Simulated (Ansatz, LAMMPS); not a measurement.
**Elastic response of Ga2O3 with crystalline order left by the classical run (65 atoms)**

How stiff is Ga2O3 with crystalline order left by the classical run (65 atoms), and how do its levels respond to strain?

Main program and level: Ansatz 0.2.0; Kohn-Sham DFT, PBEsol, PAW (set soft_1), plane waves.

### 1. The structure

The cell holds 65 atoms: 26 Ga and 39 O. Its edges and angles: a = 8.720 Å, b = 8.720 Å, c = 8.720 Å, α = 90.0°, β = 90.0°, γ = 90.0°. 65 atoms (26 Fe, 39 O) placed at random at 4.44 g/cm³, melted at 5000 K for 10 ps at fixed volume with the Morse and Coulomb pair potential with partial charges (Pedone, Malavasi, Menziani, Cormack and Segre, J. Phys. Chem. B 110, 11780 (2006)). Quenched from 5000 K to 300 K at 100 K/ps and fixed volume, held 10 ps at zero pressure, then minimised at fixed cell. Then Fe was replaced by Ga and the cell scaled by 1.003 (the potential has no terms for the new elements, so the cell is a start for a DFT relaxation).

What the set-up can't give: The quench rate of 100 K/ps is orders of magnitude faster than experiment, which tends to freeze in extra defects. The starting topology of bonds comes from the classical model, and needn't be the one that DFT or experiment would give. The Brillouin zone is sampled at Γ only.

### 2. Single point at the start

The forces at the start show how far the geometry lies from a minimum of this functional.

File input.yaml:

```yaml
crystal:
  lattice:
    - [8.72035, 0.0, 0.0]
    - [0.0, 8.72035, 0.0]
    - [0.0, 0.0, 8.72035]
  atoms:
    - { symbol: Ga, position: [0.86176, 0.99023, 0.86217] }
    - { symbol: Ga, position: [0.36544, 0.13055, 0.52114] }
    - { symbol: Ga, position: [0.86279, 0.62663, 0.00139] }
    - { symbol: Ga, position: [0.59289, 0.45471, 0.11355] }
    - { symbol: Ga, position: [0.8143, 0.67491, 0.66318] }
    - { symbol: Ga, position: [0.76782, 0.00886, 0.46916] }
    - { symbol: Ga, position: [0.08774, 0.93645, 0.60233] }
    - { symbol: Ga, position: [0.16816, 0.80656, 0.91854] }
    - { symbol: Ga, position: [0.46215, 0.40657, 0.67918] }
    - { symbol: Ga, position: [0.1644, 0.2171, 0.77449] }
    - { symbol: Ga, position: [0.9762, 0.89101, 0.19425] }
    - { symbol: Ga, position: [0.30154, 0.48746, 0.9476] }
    - { symbol: Ga, position: [0.42267, 0.56353, 0.39725] }
    - { symbol: Ga, position: [0.10584, 0.54664, 0.60474] }
    - { symbol: Ga, position: [0.4985, 0.83474, 0.57651] }
    - { symbol: Ga, position: [0.53725, 0.79571, 0.92816] }
    - { symbol: Ga, position: [0.46236, 0.1133, 0.91201] }
    - { symbol: Ga, position: [0.02003, 0.31486, 0.05382] }
    - { symbol: Ga, position: [0.72841, 0.14484, 0.15976] }
    - { symbol: Ga, position: [0.75695, 0.3198, 0.8294] }
    - { symbol: Ga, position: [0.69678, 0.72734, 0.28788] }
    - { symbol: Ga, position: [0.04815, 0.17024, 0.357] }
    - { symbol: Ga, position: [0.35245, 0.91176, 0.25817] }
    - { symbol: Ga, position: [0.75667, 0.38244, 0.45498] }
    - { symbol: Ga, position: [0.12098, 0.59223, 0.23872] }
    - { symbol: Ga, position: [0.32944, 0.28891, 0.22599] }
    - { symbol: O, position: [0.26193, 0.10291, 0.29731] }
    - { symbol: O, position: [0.81688, 0.52655, 0.81875] }
    - { symbol: O, position: [0.23058, 0.44589, 0.73874] }
    - { symbol: O, position: [0.96757, 0.25766, 0.84902] }
    - { symbol: O, position: [0.50294, 0.61011, 0.61188] }
    - { symbol: O, position: [0.10019, 0.36376, 0.26016] }
    - { symbol: O, position: [0.80355, 0.37895, 0.08327] }
    - { symbol: O, position: [0.28982, 0.91214, 0.52756] }
    - { symbol: O, position: [0.646, 0.66336, 0.07043] }
    - { symbol: O, position: [0.63693, 0.50562, 0.33238] }
    - { symbol: O, position: [0.04298, 0.73678, 0.6988] }
    - { symbol: O, position: [0.14841, 0.99992, 0.8212] }
    - { symbol: O, position: [0.1305, 0.18756, 0.5581] }
    - { symbol: O, position: [0.34531, 0.69047, 0.90225] }
    - { symbol: O, position: [0.47773, 0.93448, 0.76567] }
    - { symbol: O, position: [0.69641, 0.12383, 0.93201] }
    - { symbol: O, position: [0.91012, 0.66623, 0.23197] }
    - { symbol: O, position: [0.39202, 0.34817, 0.45075] }
    - { symbol: O, position: [0.55379, 0.04202, 0.46137] }
    - { symbol: O, position: [0.36348, 0.50465, 0.17058] }
    - { symbol: O, position: [0.21138, 0.60909, 0.43279] }
    - { symbol: O, position: [0.91154, 0.50439, 0.5301] }
    - { symbol: O, position: [0.97389, 0.1083, 0.1242] }
    - { symbol: O, position: [0.18421, 0.80305, 0.16482] }
    - { symbol: O, position: [0.72728, 0.80577, 0.81547] }
    - { symbol: O, position: [0.08346, 0.53876, 0.01093] }
    - { symbol: O, position: [0.95447, 0.83153, 0.98454] }
    - { symbol: O, position: [0.52247, 0.40984, 0.904] }
    - { symbol: O, position: [0.7472, 0.93498, 0.21983] }
    - { symbol: O, position: [0.48064, 0.7635, 0.33695] }
    - { symbol: O, position: [0.73292, 0.78784, 0.50084] }
    - { symbol: O, position: [0.25198, 0.26613, 0.00173] }
    - { symbol: O, position: [0.82323, 0.20392, 0.36513] }
    - { symbol: O, position: [0.8754, 0.02721, 0.65531] }
    - { symbol: O, position: [0.38493, 0.2039, 0.72858] }
    - { symbol: O, position: [0.53526, 0.24453, 0.16955] }
    - { symbol: O, position: [0.66302, 0.3185, 0.63436] }
    - { symbol: O, position: [0.44612, 0.95629, 0.06374] }
    - { symbol: O, position: [0.99778, 0.94792, 0.39875] }
kpoints:
  mp_grid: { grid: [1, 1, 1] }
hamiltonian:
  xc: pbesol
  pseudopotentials: { kind: paw, azcp: { folder: soft_1 }, xc_functional: pbe }
scf:
  occupations: { method: fixed }
output:
  forces: true
```

Launch:

```sh
ansatz run input.yaml --threads 4 --pin off --max-ram 8192MiB --backend cpu --events-out ev --progress --plain --runs-dir out
```

Numbers of over 12 decimals in the logs are rounded to 6 here.

The log of the run:

```text
Engine: ansatz 0.2.0, aarch64-unknown-linux-gnu
Pseudopotentials: kind: paw
Pseudopotential: Ga, paw, valence charge 13, recommended cutoff 420 eV (normal), soft_1/Ga.paw.azcp
Pseudopotential: O, paw, valence charge 6, recommended cutoff 420 eV (normal), soft_1/O.paw.azcp
[... 3 lines on functional and potentials left out ...]
Crystal: 65 atoms, lattice volume = 663.135 Å³
Basis set: ecut = 420 eV, 13037 PW (Γ), exchange–correlation on 120×120×120 points (8 copies of the dense FFT grid, shifted against one another)
Bands: 351, of which v1, the nominal top of the filled ones, is band 286 counted from 1 (285 counted from 0)
Symmetry: 1 space group operations
Space group: P1 (ITA 1), of the structure as read, at distance tolerance 8.7e-5 Å
k-points: 1
[... 7 lines on functional and potentials left out ...]
Initial density: superposition of atomic densities (chi_scale 0.1, normalization cell, long waves kept (reshape's long-wave potential 0.11 eV rms))
Initial wavefunctions: pseudopotential atomic-orbital guess
Functional: x = pbesol(κ = 0.804, μ = 0.123457), c = pbesol(β = 0.046)
SCF iter   1: F=—  HF=-119226.249153 eV  |F-HF|=—  |Δ(HF+E_count)|=         —  Δρ=1.18e-1  dr2=4.05e1  ethr=3.10e-3  ⟨swp⟩=4.0  Hψ=932  notcnv=0  defer=56
preconditioner: auto → Resta (q_TF=auto, 2.662 Å⁻¹)  ε∞=4.4  [insulator: Δε(μ)=1.817 eV  Ē_g=18.634 eV  n_scr=202 (ndim 8)  ℏωp=34.5 eV  f_vac=0.005  ε∞_Penn≈4.4]
SCF iter   2: F=—  HF=-119215.964931 eV  |F-HF|=—  |Δ(HF+E_count)|=    1.03e1  Δρ=5.38e-2  dr2=8.92e0  ethr=3.10e-3  ⟨swp⟩=2.0  Hψ=635  notcnv=0  defer=59
SCF iter   3: F=—  HF=-119212.503901 eV  |F-HF|=—  |Δ(HF+E_count)|=    3.46e0  Δρ=1.58e-2  dr2=1.22e0  ethr=1.56e-3  ⟨swp⟩=2.0  Hψ=483  notcnv=0  defer=61
SCF iter   4: F=—  HF=-119211.958682 eV  |F-HF|=—  |Δ(HF+E_count)|=   5.45e-1  Δρ=4.50e-3  dr2=1.19e-1  ethr=2.14e-4  ⟨swp⟩=2.0  Hψ=574  notcnv=0  defer=63
SCF iter   5: F=—  HF=-119212.031089 eV  |F-HF|=—  |Δ(HF+E_count)|=   7.24e-2  Δρ=2.74e-3  dr2=3.68e-2  ethr=2.07e-5  ⟨swp⟩=2.0  Hψ=664  notcnv=0  defer=63
SCF iter   6: F=—  HF=-119212.041849 eV  |F-HF|=—  |Δ(HF+E_count)|=   1.08e-2  Δρ=7.99e-4  dr2=3.49e-3  ethr=6.43e-6  ⟨swp⟩=2.0  Hψ=575  notcnv=0  defer=63
SCF iter   7: F=—  HF=-119212.042751 eV  |F-HF|=—  |Δ(HF+E_count)|=   9.02e-4  Δρ=5.20e-4  dr2=1.53e-3  ethr=6.10e-7  ⟨swp⟩=2.0  Hψ=580  notcnv=0  defer=63
SCF iter   8: F=—  HF=-119212.042726 eV  |F-HF|=—  |Δ(HF+E_count)|=   2.52e-5  Δρ=8.37e-5  dr2=5.65e-5  ethr=2.67e-7  ⟨swp⟩=2.0  Hψ=573  notcnv=0  defer=59
SCF iter   9: F=—  HF=-119212.042356 eV  |F-HF|=—  |Δ(HF+E_count)|=   3.70e-4  Δρ=6.16e-5  dr2=2.10e-5  ethr=9.88e-9  ⟨swp⟩=2.0  Hψ=578  notcnv=0  defer=59
SCF iter  10: F=—  HF=-119212.042355 eV  |F-HF|=—  |Δ(HF+E_count)|=   5.24e-7  Δρ=2.43e-5  dr2=3.37e-6  ethr=3.67e-9  ⟨swp⟩=2.0  Hψ=570  notcnv=0  defer=59
SCF iter  11: F=—  HF=-119212.042357 eV  |F-HF|=—  |Δ(HF+E_count)|=   1.68e-6  Δρ=8.13e-6  dr2=4.54e-7  ethr=5.89e-10  ⟨swp⟩=2.0  Hψ=554  notcnv=0  defer=59
SCF iter  12: F=—  HF=-119212.042357 eV  |F-HF|=—  |Δ(HF+E_count)|=   2.40e-7  Δρ=4.31e-6  dr2=1.09e-7  ethr=1.75e-11  ⟨swp⟩=4.0  Hψ=1196  notcnv=0
SCF iter  13: F=-119212.042357 eV  HF=-119212.042357 eV  |F-HF|=6.04e-9  |Δ(HF+E_count)|=   7.04e-9  Δρ=1.17e-6  dr2=1.05e-8  ethr=1.75e-11  ⟨swp⟩=4.0  Hψ=928  notcnv=0
SCF 1 converged in 13 iterations: F = -119212.042357 eV  dr2 = 1.05e-8
  greatest PAW one-centre occupation: 0.998 electrons in one spin orbital (limit 2), on the Ga atom at site 10 (counted from 0), in its partial waves of l = 2
SCF converged after 13 iterations
Free energy (F): -119212.042357 eV
Harris-Foulkes:  -119212.042357 eV  (|F-HF|=6.04e-9)
Internal energy: -119212.042357 eV  (E = F + TS)
E sigma→0 (E₀):  -119212.042357 eV
Fermi energy:    9.471437 eV
--- Per-component energies (eV) ---
  E_band       = -506.799515
  E_kinetic    = 9490.043630
  E_local      = -44985.186152  (includes V_loc(G=0)·N_el)
  E_nonlocal   = -175.126114
  E_hartree    = 26420.020650
  E_xc         = -4353.232064
  E_vxc        = -4956.974460  (∫ρ·V_xc dr)
  E_paw        = -57134.142291  (= ΣΔE_a)
  E_vpaw       = -12719.619947  (= ΣTr[D̂ρ^β])
  E_aug_tail   = 0.024873  (compensation charges beyond the density's cutoff)
  E_ewald      = -48498.258575
  E_core_change = 23.813686  (= ΣΔE_core)
  E_smearing   = -0.000000  (= −TS)
  E_closure    = 0.000000  (closes the sum)
  Σ components = -119212.042357   (vs F -119212.042357, Δ=0.00e0)
--- Forces (eV/Å), atoms counted from 1 ---
  atom   1  Ga    -0.78463733    -0.63599762    -0.86745477
  atom   2  Ga    -0.36723338    -0.22000530    -0.51435392
  atom   3  Ga    -0.06354503    -0.29372116     0.06442543
  atom   4  Ga     0.05783009    -0.81525138    -0.19975346
  atom   5  Ga     0.26537692    -0.03675139     0.61824510
  atom   6  Ga    -0.00239908    -0.24452065     0.33231028
  atom   7  Ga    -0.03401984     0.18167386     0.39002292
  atom   8  Ga     0.06777070     0.45739639    -0.03422274
  atom   9  Ga     0.36136968     0.46455693    -0.22053096
  atom  10  Ga    -0.23074903     0.19520929    -0.11948875
  atom  11  Ga    -0.28609642     0.11549687     0.09339529
  atom  12  Ga    -0.24128294    -0.42543433     0.40202768
  atom  13  Ga    -0.13684981    -0.67515081     0.79916934
  atom  14  Ga    -0.05883711     0.60406213    -0.31322198
[...]
atom  64  O      0.29844887    -0.07375298    -0.41195078
  atom  65  O     -0.34355110     0.92557557     0.42411054
  max |Σ_I F_I| component: 2.23e-5 eV/Å
```

Elapsed: 8 s, on 4 threads of Arm Neoverse V2, shared host; peak memory 0.91 GiB; 30 s of CPU time.

The r.m.s. force at the start is 0.38 eV/Å.

### 3. Cell and atoms relaxed

Cell and atoms are freed together, to release stress as well as forces.

File input.yaml:

```yaml
crystal:
  lattice:
    - [8.72035, 0.0, 0.0]
    - [0.0, 8.72035, 0.0]
    - [0.0, 0.0, 8.72035]
  atoms:
    [... the 65 atom lines of step 2 ...]
kpoints:
  mp_grid: { grid: [1, 1, 1] }
hamiltonian:
  xc: pbesol
  pseudopotentials: { kind: paw, azcp: { folder: soft_1 }, xc_functional: pbe }
scf:
  occupations: { method: fixed }
output:
  forces: true
relax:
  f_tol: 0.05
  max_steps: 150
  cell: {}
```

The log of the run:

```text
[...]
Crystal: 65 atoms, lattice volume = 663.135 Å³
Basis set: ecut = 420 eV, 13037 PW (Γ), exchange–correlation on 120×120×120 points (8 copies of the dense FFT grid, shifted against one another)
Bands: 351, of which v1, the nominal top of the filled ones, is band 286 counted from 1 (285 counted from 0)
Symmetry: 1 space group operations
[...]
k-points: 1
[...]
SCF iter   1: F=—  HF=-119226.249153 eV  |F-HF|=—  |Δ(HF+E_count)|=         —  Δρ=1.18e-1  dr2=4.05e1  ethr=3.10e-3  ⟨swp⟩=4.0  Hψ=932  notcnv=0  defer=56
[...]
SCF iter  12: F=—  HF=-119212.042357 eV  |F-HF|=—  |Δ(HF+E_count)|=   2.40e-7  Δρ=4.30e-6  dr2=1.09e-7  ethr=1.75e-11  ⟨swp⟩=4.0  Hψ=1196  notcnv=0
SCF iter  13: F=-119212.042357 eV  HF=-119212.042357 eV  |F-HF|=6.00e-9  |Δ(HF+E_count)|=   7.10e-9  Δρ=1.17e-6  dr2=1.05e-8  ethr=1.75e-11  ⟨swp⟩=4.0  Hψ=928  notcnv=0
SCF 1 converged in 13 iterations: F = -119212.042357 eV  dr2 = 1.05e-8
[...]
relax step   1: F+E_penalty+E_count = -119212.04235711 eV  Δ(F+E_penalty+E_count) = +0.000e0 eV  max|allowed force component| = 9.827e-1 eV/Å  Δτ_max = 0.0000 Å  P = -1.234 GPa  Ω = 663.135 Å³  (13 SCF iters, dr2 threshold 1.00e-7 eV, accepted)
[... from here on, the SCF cycles and remarks between the steps are left out ...]
relax step   2: F+E_penalty+E_count = -119213.26215303 eV  Δ(F+E_penalty+E_count) = -1.220e0 eV  max|allowed force component| = 7.636e-1 eV/Å  Δτ_max = 0.0916 Å  P = -0.923 GPa  Ω = 667.402 Å³  energy of the carried Pulay correction = -1.246e-2 eV  (7 SCF iters, dr2 threshold 6.50e-6 eV, accepted)
relax step   3: F+E_penalty+E_count = -119213.98120437 eV  Δ(F+E_penalty+E_count) = -7.191e-1 eV  max|allowed force component| = 5.901e-1 eV/Å  Δτ_max = 0.1118 Å  P = +0.679 GPa  Ω = 668.053 Å³  energy of the carried Pulay correction = -1.436e-2 eV  (8 SCF iters, dr2 threshold 6.50e-6 eV, accepted)
relax step   4: F+E_penalty+E_count = -119214.65846388 eV  Δ(F+E_penalty+E_count) = -6.773e-1 eV  max|allowed force component| = 2.974e-1 eV/Å  Δτ_max = 0.2000 Å  P = +0.272 GPa  Ω = 675.021 Å³  energy of the carried Pulay correction = -3.453e-2 eV  (8 SCF iters, dr2 threshold 6.50e-6 eV, accepted)
relax step   5: F+E_penalty+E_count = -119214.97408336 eV  Δ(F+E_penalty+E_count) = -3.156e-1 eV  max|allowed force component| = 1.337e-1 eV/Å  Δτ_max = 0.2000 Å  P = +0.307 GPa  Ω = 679.280 Å³  energy of the carried Pulay correction = -4.675e-2 eV  (8 SCF iters, dr2 threshold 5.53e-6 eV, accepted)
relax step   6: F+E_penalty+E_count = -119215.11009751 eV  Δ(F+E_penalty+E_count) = -1.360e-1 eV  max|allowed force component| = 1.886e-1 eV/Å  Δτ_max = 0.2000 Å  P = +0.059 GPa  Ω = 682.819 Å³  energy of the carried Pulay correction = -5.684e-2 eV  (9 SCF iters, dr2 threshold 1.12e-6 eV, accepted)
relax step   7: F+E_penalty+E_count = -119215.28625671 eV  Δ(F+E_penalty+E_count) = -1.762e-1 eV  max|allowed force component| = 4.182e-1 eV/Å  Δτ_max = 0.2000 Å  P = +0.154 GPa  Ω = 685.519 Å³  energy of the carried Pulay correction = -6.451e-2 eV  (9 SCF iters, dr2 threshold 2.22e-6 eV, accepted)
relax step   8: F+E_penalty+E_count = -119215.43618356 eV  Δ(F+E_penalty+E_count) = -1.499e-1 eV  max|allowed force component| = 4.124e-1 eV/Å  Δτ_max = 0.1981 Å  P = -0.487 GPa  Ω = 689.325 Å³  energy of the carried Pulay correction = -7.527e-2 eV  (8 SCF iters, dr2 threshold 6.50e-6 eV, accepted)
relax step   9: F+E_penalty+E_count = -119215.65157737 eV  Δ(F+E_penalty+E_count) = -2.154e-1 eV  max|allowed force component| = 1.803e-1 eV/Å  Δτ_max = 0.2000 Å  P = -0.041 GPa  Ω = 687.828 Å³  energy of the carried Pulay correction = -7.104e-2 eV  (8 SCF iters, dr2 threshold 6.50e-6 eV, accepted)
relax step  10: F+E_penalty+E_count = -119215.69532979 eV  Δ(F+E_penalty+E_count) = -4.375e-2 eV  max|allowed force component| = 1.141e-1 eV/Å  Δτ_max = 0.2000 Å  P = +0.022 GPa  Ω = 689.098 Å³  energy of the carried Pulay correction = -7.463e-2 eV  (8 SCF iters, dr2 threshold 2.03e-6 eV, accepted)
relax step  11: F+E_penalty+E_count = -119215.74789849 eV  Δ(F+E_penalty+E_count) = -5.257e-2 eV  max|allowed force component| = 3.136e-1 eV/Å  Δτ_max = 0.2000 Å  P = +0.152 GPa  Ω = 690.424 Å³  energy of the carried Pulay correction = -7.836e-2 eV  (9 SCF iters, dr2 threshold 8.14e-7 eV, accepted)
relax step  12: F+E_penalty+E_count = -119215.64138102 eV  Δ(F+E_penalty+E_count) = +1.065e-1 eV  max|allowed force component| = 8.735e-1 eV/Å  Δτ_max = 0.1831 Å  P = -0.137 GPa  Ω = 692.198 Å³  energy of the carried Pulay correction = -8.335e-2 eV  (7 SCF iters, dr2 threshold 6.15e-6 eV, rejected (line search))
relax step  13: F+E_penalty+E_count = -119215.80855062 eV  Δ(F+E_penalty+E_count) = -6.065e-2 eV  max|allowed force component| = 2.774e-1 eV/Å  Δτ_max = 0.0915 Å  P = +0.111 GPa  Ω = 691.581 Å³  energy of the carried Pulay correction = -8.161e-2 eV  (13 SCF iters, accepted)
relax step  14: F+E_penalty+E_count = -119215.86795974 eV  Δ(F+E_penalty+E_count) = -5.941e-2 eV  max|allowed force component| = 2.155e-1 eV/Å  Δτ_max = 0.0973 Å  P = -0.097 GPa  Ω = 693.260 Å³  energy of the carried Pulay correction = -8.633e-2 eV  (7 SCF iters, dr2 threshold 4.81e-6 eV, accepted)
relax step  15: F+E_penalty+E_count = -119215.94335515 eV  Δ(F+E_penalty+E_count) = -7.540e-2 eV  max|allowed force component| = 1.326e-1 eV/Å  Δτ_max = 0.1500 Å  P = -0.013 GPa  Ω = 694.753 Å³  energy of the carried Pulay correction = -9.050e-2 eV  (8 SCF iters, dr2 threshold 2.90e-6 eV, accepted)
relax step  16: F+E_penalty+E_count = -119215.97944266 eV  Δ(F+E_penalty+E_count) = -3.609e-2 eV  max|allowed force component| = 3.721e-2 eV/Å  Δτ_max = 0.1275 Å  P = +0.005 GPa  Ω = 696.070 Å³  energy of the carried Pulay correction = -9.418e-2 eV  (8 SCF iters, dr2 threshold 1.10e-6 eV, accepted)
relax step  17: F+E_penalty+E_count = -119215.98080336 eV  Δ(F+E_penalty+E_count) = -1.361e-3 eV  max|allowed force component| = 8.238e-3 eV/Å  Δτ_max = 0.0112 Å  P = +0.008 GPa  Ω = 696.093 Å³  energy of the carried Pulay correction = -9.425e-2 eV  (9 SCF iters, dr2 threshold 8.72e-9 eV, accepted)
relax step  18: F+E_penalty+E_count = -119216.11184406 eV  Δ(F+E_penalty+E_count) = -1.310e-1 eV  max|allowed force component| = 9.289e-3 eV/Å  Δτ_max = 0.0000 Å  P = +0.341 GPa  Ω = 696.093 Å³  stress off target by 5.00e-1 GPa  SCF on the basis re-selected at this cell (its energy is not comparable with the rows above)  (8 SCF iters)
relax step  19: F+E_penalty+E_count = -119216.10764357 eV  Δ(F+E_penalty+E_count) = +4.200e-3 eV  max|allowed force component| = 1.297e-2 eV/Å  Δτ_max = 0.0168 Å  P = -0.047 GPa  Ω = 698.569 Å³  energy of the carried Pulay correction = -7.743e-3 eV  (7 SCF iters, dr2 threshold 6.25e-7 eV, accepted)
relax step  20: F+E_penalty+E_count = -119216.10923041 eV  Δ(F+E_penalty+E_count) = -1.587e-3 eV  max|allowed force component| = 5.032e-3 eV/Å  Δτ_max = 0.0100 Å  P = +0.005 GPa  Ω = 698.169 Å³  energy of the carried Pulay correction = -6.497e-3 eV  (8 SCF iters, dr2 threshold 1.74e-8 eV, accepted)
relax step  21: F+E_penalty+E_count = -119216.11550443 eV  Δ(F+E_penalty+E_count) = -6.274e-3 eV  max|allowed force component| = 5.182e-3 eV/Å  Δτ_max = 0.0000 Å  P = +0.010 GPa  Ω = 698.169 Å³  stress off target by 2.78e-2 GPa  SCF on the basis re-selected at this cell (its energy is not comparable with the rows above)  (5 SCF iters)
[...]
SCF converged after 5 iterations
Free energy (F): -119216.115504 eV
[...]
Internal energy: -119216.115504 eV  (E = F + TS)
E sigma→0 (E₀):  -119216.115504 eV
Fermi energy:    8.035954 eV
[...]
Σ components = -119216.115504   (vs F -119216.115504, Δ=0.00e0)
--- Forces (eV/Å), atoms counted from 1 ---
  atom   1  Ga    -0.00272220     0.00366695     0.00179772
  atom   2  Ga    -0.00020364     0.00081565    -0.00131178
  atom   3  Ga     0.00064588     0.00179103     0.00348062
  atom   4  Ga     0.00039661    -0.00207082    -0.00378438
[...]
atom  65  O      0.00072054     0.00180042     0.00178924
  max |Σ_I F_I| component: 7.14e-6 eV/Å
--- Stress (GPa, compression-positive) ---
       -0.004896       0.008300      -0.006283
        0.008300       0.024801       0.005715
       -0.006282       0.005715       0.008641
  P = ⅓ Tr σ = 0.0095 GPa (0.095 kbar)
--- Relaxed structure (19 steps of the walk, 18 accepted, 2 SCFs on fresh bases) ---
  F+E_penalty+E_count = -119216.11550443 eV   max|allowed force component| = 5.182e-3 eV/Å   (the final SCF, on the basis selected at the relaxed cell)
  cell:  # Å, volume = 698.1689 Å³
    - [8.757415, 0.113296, -0.138889]
    - [0.113296, 8.981935, 0.106459]
    - [-0.138889, 0.106459, 8.880902]
  atoms:
    - { symbol: Ga, position: [0.833007, 0.957859, 0.839005] }
    - { symbol: Ga, position: [0.372953, 0.153203, 0.509383] }
    - { symbol: Ga, position: [0.874685, 0.657635, -0.015809] }
    - { symbol: Ga, position: [0.594557, 0.451093, 0.116415] }
[...]
- { symbol: O, position: [1.000307, 0.967269, 0.404253] }
```

Run time: 2.2 min. Hardware: 4 threads; peak memory 0.94 GiB; 8.2 min of CPU time.

The relaxation converged after 19 steps, with a largest force component of 0.0052 eV/Å.

(Continued in part 2 of 3.)

[Logs are printed without paths, hosts, clocks, repeated set-up lines and the standing remarks that a program may print on its own settings, such as how far it seeks lower states.]

[Hosts, paths, dates, database ids (printed as entryN), source tags and the programs' standing remarks are cut or masked in the printed files.]
